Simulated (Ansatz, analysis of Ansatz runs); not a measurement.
# NV- centre in diamond: hyperfine coupling, PBE, part 2 of 2

Aim: the hyperfine coupling of the NV- centre in diamond, to be set beside the measurement. Set-up: PBE, 64-site cell, PBE lattice, 420 eV, k: the single point 1/4 1/4 1/4 then 2x2x2 shifted 0.5 0.5 0.5. The model is a cell of 64 host atoms with 1 site emptied and N put on another atom's site. The isotropic coupling follows from the spin density at the nucleus, the nuclear g-factor and the total spin. A local or semilocal functional is the cheapest first rung.

Ansatz 0.2.0; PBE, 64-site cell, PBE lattice, 420 eV, k: the single point 1/4 1/4 1/4 then 2x2x2 shifted 0.5 0.5 0.5.

So far: Starting point; Relaxation, charge −1.

**3. Contact spin densities**

The relaxed structure is kept, and the final numbers are taken at the final level and k-points.

This step: plane-wave PAW DFT, PBE; single point of a defect supercell.

File point/input.yaml:

```yaml
crystal:
  lattice:
    - [7.14316351, 0.0, 0.0]
    - [0.0, 7.14316351, 0.0]
    - [0.0, 0.0, 7.14316351]
  atoms:
    - { symbol: C, position: [-0.00161035, -0.001434688, 0.249709015] }
    - { symbol: C, position: [-0.001609809, 0.249433845, -0.001157062] }
    - { symbol: C, position: [0.249256716, -0.001433302, -0.001159159] }
    - { symbol: "N", position: [0.239083703, 0.239252712, 0.239534243] }
    - { symbol: C, position: [0.125445335, 0.125619228, 0.369279878] }
    - { symbol: C, position: [0.12545391, 0.369007751, 0.125902189] }
    - { symbol: C, position: [0.368829597, 0.125621176, 0.125898026] }
    - { symbol: C, position: [-0.000204489, -2.7884e-05, 0.749236301] }
    - { symbol: C, position: [0.001725136, 0.251019942, 0.497937128] }
    - { symbol: C, position: [0.250844937, 0.001902907, 0.497934959] }
    - { symbol: C, position: [0.250097157, 0.250276103, 0.748943332] }
    - { symbol: C, position: [0.124780766, 0.124958549, 0.874094884] }
    - { symbol: C, position: [0.127387144, 0.376320879, 0.623335334] }
    - { symbol: C, position: [0.376145562, 0.127567881, 0.623331268] }
    - { symbol: C, position: [0.374942753, 0.375119131, 0.875336579] }
    - { symbol: C, position: [0.00173026, 0.497662055, 0.251299229] }
    - { symbol: C, position: [-0.000204454, 0.74895826, 0.000247643] }
    - { symbol: C, position: [0.250848271, 0.497661202, 0.002178645] }
    - { symbol: C, position: [0.250097258, 0.748669333, 0.250548263] }
    - { symbol: C, position: [0.127391726, 0.623058008, 0.376595654] }
    - { symbol: C, position: [0.124780548, 0.873817704, 0.125231718] }
    - { symbol: C, position: [0.376145373, 0.623060614, 0.127838649] }
    - { symbol: C, position: [0.374941705, 0.875063958, 0.375392507] }
    - { symbol: C, position: [-0.000753333, 0.499231786, 0.750760778] }
    - { symbol: C, position: [-0.00075275, 0.750481929, 0.499508737] }
    - { symbol: C, position: [0.243753153, 0.50877705, 0.509052162] }
    - { symbol: C, position: [0.250611188, 0.750820666, 0.751098992] }
    - { symbol: C, position: [0.12519966, 0.62392181, 0.876196481] }
    - { symbol: C, position: [0.125197799, 0.875918665, 0.624198893] }
    - { symbol: C, position: [0.37392889, 0.624545911, 0.624822041] }
    - { symbol: C, position: [0.374445184, 0.875192478, 0.875466935] }
[... 24 lines left out ...]
    - { symbol: C, position: [0.499516964, 0.499691272, 0.749748389] }
    - { symbol: C, position: [0.499514393, 0.749474269, 0.499968745] }
    - { symbol: C, position: [0.749296728, 0.499692542, 0.499966568] }
    - { symbol: C, position: [0.749443674, 0.749619381, 0.749895059] }
    - { symbol: C, position: [0.624635833, 0.624809416, 0.875317202] }
    - { symbol: C, position: [0.624633972, 0.875042335, 0.625087252] }
    - { symbol: C, position: [0.874865793, 0.624808891, 0.625086701] }
    - { symbol: C, position: [0.874641695, 0.874819233, 0.87509509] }
total_charge: -1
basis:
  ecutwfc: 420
  xc_grid: 2
hamiltonian:
  xc: pbe
kpoints:
  mp_grid: { grid: [2, 2, 2], shift: [0.5, 0.5, 0.5] }
magnetization:
  spin_polarized: true
  initial_magnetization: 2
  spin_locking: { lock_magnetization: hard }
scf:
  occupations: { method: fermi_dirac, width: 0.01 }
  max_iter: 120
output:
  forces: true
  efg: {}
  eigenvalues: true
checkpoint:
  read: "../relax.run"
```

Command:

```sh
$ ansatz run input.yaml --threads 2 --pin off --max-ram 3768MiB --backend cpu --events-out ev --progress --plain --runs-dir out
```

Numbers of over 12 decimals in the logs are rounded to 6 here.

What it wrote:

```text
[...]
Warning: the atoms were moved onto the symmetric positions of the space group found under crystal.symmetry.tolerance 1.0e-5 (fractional; [...]
Warning: checkpoint.read: the run can stay near the saved state's solution: 52 site(s) moved relative to the saved geometry (max |Δs| = 6.650e-6 fractional); [...]
[...]
Crystal: 63 atoms, lattice volume = 364.478 Å³
Basis set: ecut = 420 eV, 7123 PW (Γ), exchange–correlation on 96×96×96 points (8 copies of the dense FFT grid, shifted against one another)
Bands: 191, of which v1, the nominal top of the filled ones, is band 127 counted from 1 (126 counted from 0)
Symmetry: 6 space group operations
[...]
k-points: 2 of 8 (time reversal used)
[...]
Starting moments: Σ|m| = 2 μB on 63 of 63 sites; this step starts from the density that it was given
[...]
atom   7  C  V_zz =    +1.700780   η = 0.0352   by run symmetry: allowed
[...]
atom  18  C  V_zz =    +0.299684   η = 0.9720   by run symmetry: allowed
[...]
atom  26  C  V_zz =    -2.205898   η = 0.0709   by run symmetry: allowed
[...]
atom  32  C  V_zz =    +0.299684   η = 0.9720   by run symmetry: allowed
[...]
atom  33  C  V_zz =    +0.299684   η = 0.9720   by run symmetry: allowed
[...]
atom  41  C  V_zz =    -2.205898   η = 0.0709   by run symmetry: allowed
[...]
atom  48  C  V_zz =    -2.205898   η = 0.0709   by run symmetry: allowed
[...]
--- Band table (eV) ---
[...]
[... further k-points left out ...]
[key lines of the parts left out:]
SCF converged after 6 iterations
Magnetization: 2.0000 μB (128.0000 up, 126.0000 down)
Free energy (F): -15913.561531 eV
Fermi energy:    15.005746 (↑ 16.191541, ↓ 14.686987) eV
```

Wall time 25 s (2 threads of AMD EPYC 7R32 (Zen 2), shared host); peak memory 1.1 GiB.

Read from the output:

- free energy: -15913.5615 eV
- total moment: 2 μB
- integral of the absolute spin density: 2.208 μB
- spin contamination: 0.007497

The largest moments in the atoms' spheres: C48 0.25, C41 0.25, C26 0.25, C50 0.02, C24 0.02, C40 0.02 μB.

Contact couplings A = (2/3) μ0 ge μB gN μN ρs / (2S h), for each element's most abundant magnetic isotope:

| atom | isotope | distance from the centre (Å) | contact spin density (e/Å³) | A (MHz) |
| --- | --- | --- | --- | --- |
| C26 | 13C | 1.65 | 1.41 | 117.2 |
| C41 | 13C | 1.64 | 1.41 | 117.2 |
| C48 | 13C | 1.64 | 1.41 | 117.2 |
| C24 | 13C | 3.90 | 0.185 | 15.4 |
| C25 | 13C | 3.90 | 0.185 | 15.4 |
| C40 | 13C | 3.90 | 0.185 | 15.4 |
| C42 | 13C | 3.90 | 0.185 | 15.4 |
| C49 | 13C | 3.89 | 0.185 | 15.4 |
| C50 | 13C | 3.89 | 0.185 | 15.4 |
| C27 | 13C | 3.90 | 0.156 | 13.0 |

**4. Results**

```
14N, isotropic                        : -1.8 MHz
integral of the absolute spin density : 2.21 μB
time of the whole chain               : 84 s on 2 threads
```

14N, isotropic: computed -1.8 MHz, measured -2.51 MHz; 0.7 MHz (27 %) smaller in size than the measurement. Only the isotropic (Fermi contact) part is computed, with core polarisation; no vibrational averaging. Limits: the periodic copies of the defect are only 7.1 Å apart.

[Logs are printed without paths, hosts, clocks, repeated set-up lines and the standing remarks that a program may print on its own settings, such as how far it seeks lower states.]

[Hosts, paths, dates, database ids (printed as entryN), source tags and the programs' standing remarks are cut or masked in the printed files.]

[For some hosts the program warned that the k-mesh of the response run may be too coarse for force constants and the static dielectric constant; such warnings are not shown here.]
